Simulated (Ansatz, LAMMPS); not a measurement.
# Amorphous Si0.7Ge0.3 (120 atoms): a single point, part 2 of 2

Wanted: forces, charges and levels of amorphous Si0.7Ge0.3 (120 atoms).

Ansatz 0.2.0; Kohn-Sham DFT, r2SCAN, PAW (set soft_2), plane waves.

The cell: 84 Si and 36 Ge. The quench rate of 100 K/ps is orders of magnitude faster than experiment. The network of bonds at the start is that of the classical potential that made the cell. The Brillouin zone is sampled at Γ only, in a cell whose shortest periodic width is 14 Å.

So far: The structure; The classical run that made the cell; Plane-wave single point.

## (3) Plane-wave single point (continued)

Valence density in the ac plane at fractional y = 0.039, with atoms of Si and Ge within 0.2 Å of it. It is the smooth field of the valence electrons, not physical close to the nuclei.

Ten steps, logarithmic in the rise over the least value, from '0' (0 e/Å³) to '9' (30 e/Å³), each cell a mean:
```
000000000126995211111111100000011111000
000000000013542211111111111121111000000
000001100000111111111100011465310000000
000011111000000001111100001465310000000
000012211000000001111000001122100000000
000001110000000111110000000110000000000
000000000000011111110000111110000000000
000000000000111101110001110111000011100
000000001122222111110011110111000112110
000000011488421110000001111111001111110
000000001488421000000000001110000111100
000000001122211000000000000110000000000
000110000011211111110111111110000000000
011111000011101111111111111110000000000
011111000011111111001111001110000000000
111110000001111100000011111100000000000
111100000000000000000001111000000000011
111100000000000000000000000000123221111
011100000000011100000111000001135432111
111100000000111111113442100000122211111
000000000000111112236984100000001100000
000000000000111111124763100000000000000
000000000001121110011111100000001110000
000000000013653110001111000000011111000
```
Columns run along a (13.8 Å), rows up along c (13.8 Å). Atoms in or near the plane, at fractional coordinates: Si at (0.64, 0.39), Si at (0.67, 0.66), Si at (0.01, 0.24), Si at (0.34, 0.42), Ge at (0.32, 0.98), Ge at (0.27, 0.58), Ge at (0.55, 0.13).

Mean Löwdin charges: Ge -0.01, Si +0.07 e (they miss 0.62 % of the electrons, so they add up to more than the cell's charge). Charges this small depend on the projection, at times even in sign. Within 0.4 eV of the Fermi level the largest share is Si p (57 % of the projected weight).

## (4) Structure statistics

These statistics describe the geometry on which the runs were made.

Density 3.16 g/cm³, 21.76 Å³ an atom.

Pair distribution functions g(r), in bins of 0.2 Å:

| r (Å) | total | Si-Si | Si-Ge | Ge-Ge |
| --- | --- | --- | --- | --- |
| 2.20 | 0.03 | 0.06 | 0.00 | 0.00 |
| 2.40 | 4.37 | 5.01 | 4.43 | 0.54 |
| 2.60 | 1.57 | 0.98 | 1.76 | 3.88 |
| 2.80 | 0.12 | 0.08 | 0.09 | 0.42 |
| 3.00 | 0.15 | 0.06 | 0.22 | 0.34 |
| 3.20 | 0.38 | 0.28 | 0.47 | 0.46 |
| 3.40 | 0.52 | 0.56 | 0.41 | 0.83 |
| 3.60 | 1.03 | 1.08 | 0.93 | 1.25 |
| 3.80 | 1.71 | 1.84 | 1.54 | 1.76 |
| 4.00 | 1.71 | 1.94 | 1.46 | 1.71 |
| 4.20 | 1.44 | 1.46 | 1.41 | 1.55 |
| 4.40 | 0.85 | 0.85 | 0.81 | 1.00 |
| 4.60 | 0.80 | 0.74 | 0.75 | 1.36 |
| 4.80 | 0.86 | 0.83 | 0.91 | 0.84 |
| 5.00 | 0.85 | 0.86 | 0.87 | 0.78 |
| 5.20 | 0.83 | 0.82 | 0.91 | 0.48 |
| 5.40 | 0.91 | 0.91 | 0.94 | 0.72 |
| 5.60 | 1.10 | 1.10 | 1.14 | 0.92 |
| 5.80 | 1.05 | 1.05 | 1.06 | 1.00 |
| 6.00 | 1.14 | 1.19 | 1.07 | 1.15 |
| 6.20 | 1.03 | 1.02 | 0.99 | 1.25 |
| 6.40 | 0.88 | 0.86 | 0.95 | 0.66 |
| 6.60 | 0.91 | 0.92 | 0.88 | 0.96 |
| 6.80 | 0.99 | 1.02 | 0.91 | 1.11 |

Bonds by pair of elements; cutoffs follow the first minimum of g(r), held within bounds set by covalent radii, and pairs that aren't listed don't count as bonded:

| pair A-B | cutoff (Å) | bonds | mean length (Å) | spread (Å) | shortest (Å) | B about A | A about B |
| --- | --- | --- | --- | --- | --- | --- | --- |
| Si-Si | 2.88 | 123 | 2.43 | 0.086 | 2.28 | 2.93 | 2.93 |
| Si-Ge | 2.88 | 113 | 2.49 | 0.081 | 2.35 | 1.34 | 3.14 |
| Ge-Ge | 2.93 | 20 | 2.58 | 0.082 | 2.43 | 1.11 | 1.11 |

How many atoms have how many bonded neighbours:

| element | mean | 3 | 4 | 5 | 6 |
| --- | --- | --- | --- | --- | --- |
| Ge | 4.25 | 0 | 27 | 9 | 0 |
| Si | 4.27 | 1 | 62 | 18 | 3 |

Bond angles (no mean is given where the spread exceeds 20°):

| angle | count | mean (°) | spread (°) |
| --- | --- | --- | --- |
| Si-Si-Si | 282 | 109 | 18.5 |
| Ge-Si-Si | 251 | 106 | 19.5 |
| Si-Ge-Si | 138 | 107 | 15.7 |
| Ge-Ge-Si | 92 | 110 | 17.6 |
| Ge-Si-Ge | 67 | 106 | 18.1 |

Bond length by coordination (bonds to H left out):

| element | coordination | atoms | mean bond length (Å) |
| --- | --- | --- | --- |
| Ge | 4 | 27 | 2.49 |
| Ge | 5 | 9 | 2.58 |
| Si | 3 | 1 | 2.37 |
| Si | 4 | 62 | 2.42 |
| Si | 5 | 18 | 2.52 |
| Si | 6 | 3 | 2.59 |

Rings of the network by King's shortest-path rule, up to 12 atoms, one path for each pair of neighbours; H, halogens, alkali and alkaline-earth atoms are left out, and the last column divides by all other atoms, bonded or not:

| ring size (atoms) | rings | per network atom |
| --- | --- | --- |
| 3 | 4 | 0.033 |
| 4 | 25 | 0.208 |
| 5 | 95 | 0.792 |
| 6 | 99 | 0.825 |
| 7 | 60 | 0.5 |
| 8 | 6 | 0.05 |

First main peaks of g(r), for some of the pairs, lie near 2.4 Å (Si-Si), 2.5 Å (Si-Ge) and 2.6 Å (Ge-Ge). By these cutoffs 75 % of Ge atoms have 4 and 74 % of Si atoms have 4 bonded neighbours. Rings of 6 atoms are the most common (34 % of those counted); sizes run from 3 to 8.

The surroundings of Si16, picked at random, nearest first, numbered as they follow in the input and with coordinates relative to it.

| atom | x | y | z | distance (Å) | bonds | Löwdin charge (e) | Fx | Fy | Fz (eV/Å) |
| --- | --- | --- | --- | --- | --- | --- | --- | --- | --- |
| Si16 | 0.00 | 0.00 | 0.00 | 0.00 | 4 | 0.07 | 0.14 | -0.08 | -0.06 |
| Si60 | 0.74 | 0.48 | -2.15 | 2.33 | 4 | 0.06 | -0.28 | 0.16 | -0.17 |
| Si11 | 0.09 | -2.35 | -0.15 | 2.36 | 4 | 0.05 | 0.13 | 0.30 | 0.21 |
| Si62 | 1.06 | 1.05 | 1.83 | 2.37 | 4 | 0.06 | -0.19 | 0.16 | -0.06 |
| Si7 | -2.28 | 0.63 | 0.40 | 2.40 | 6 | 0.13 | -0.70 | 0.38 | -0.14 |
| Ge111 | -2.29 | -2.41 | 0.38 | 3.35 | 4 | 0.02 | 0.30 | 0.50 | -0.33 |
| Si58 | 0.04 | 2.73 | -2.39 | 3.63 | 4 | 0.01 | 0.40 | 0.33 | -0.30 |
| Si76 | 3.10 | 0.27 | -1.90 | 3.65 | 4 | 0.05 | -0.05 | -0.23 | -0.12 |
| Si8 | -2.58 | -1.09 | 2.47 | 3.73 | 5 | 0.07 | -0.11 | 0.25 | 0.06 |
| Ge115 | 1.16 | -3.01 | 1.98 | 3.78 | 4 | -0.02 | -0.18 | 0.03 | -0.13 |
| Si36 | 0.30 | 3.34 | 1.80 | 3.81 | 4 | -0.01 | -0.09 | 0.08 | -0.13 |
| Si42 | 0.26 | 0.05 | 3.87 | 3.87 | 4 | 0.06 | 0.03 | -0.20 | 0.01 |
| Si74 | -1.99 | 3.23 | 0.99 | 3.92 | 5 | 0.11 | 0.54 | 0.23 | -0.46 |
| Si38 | 0.27 | -1.27 | -3.74 | 3.96 | 4 | 0.03 | -0.17 | 0.20 | -0.01 |
| Si9 | -3.69 | -1.00 | -1.09 | 3.97 | 5 | 0.12 | 0.02 | 0.16 | -0.67 |

The column of bonds counts only the pairs Si-Si within 2.88 Å, Si-Ge within 2.88 Å, Ge-Ge within 2.93 Å; other neighbours, such as metal atoms beside each other in a compound, aren't counted, and periodic images can show an atom twice.

## (5) Outcome

| Quantity | Value |
| --- | --- |
| free energy per atom | -1737.8374 eV/atom |
| pressure | -2.459 GPa |
| r.m.s. force component | 0.2672 eV/Å |
| wall time of the 1 DFT run | 54 s |

What this shows: 2 levels are partly filled, by over 2 % (at Γ alone): no clear gap opens at this level. Levels of broken or missing bonds inside a gap of the host would look the same. With the cutoffs above, 75 % of Ge atoms have 4 and 74 % of Si atoms have 4 bonded neighbours.

What to keep in mind: The geometry was minimised with a classical potential after classical dynamics and isn't relaxed at this level: its force components are 0.27 eV/Å r.m.s. The pressure of -2.5 GPa belongs to a cell and atoms that aren't relaxed at this level.

[Logs are printed without paths, hosts, clocks, repeated set-up lines and the standing remarks that a program may print on its own settings, such as how far it seeks lower states.]

[Hosts, paths, dates, database ids (printed as entryN), source tags and the programs' standing remarks are cut or masked in the printed files.]
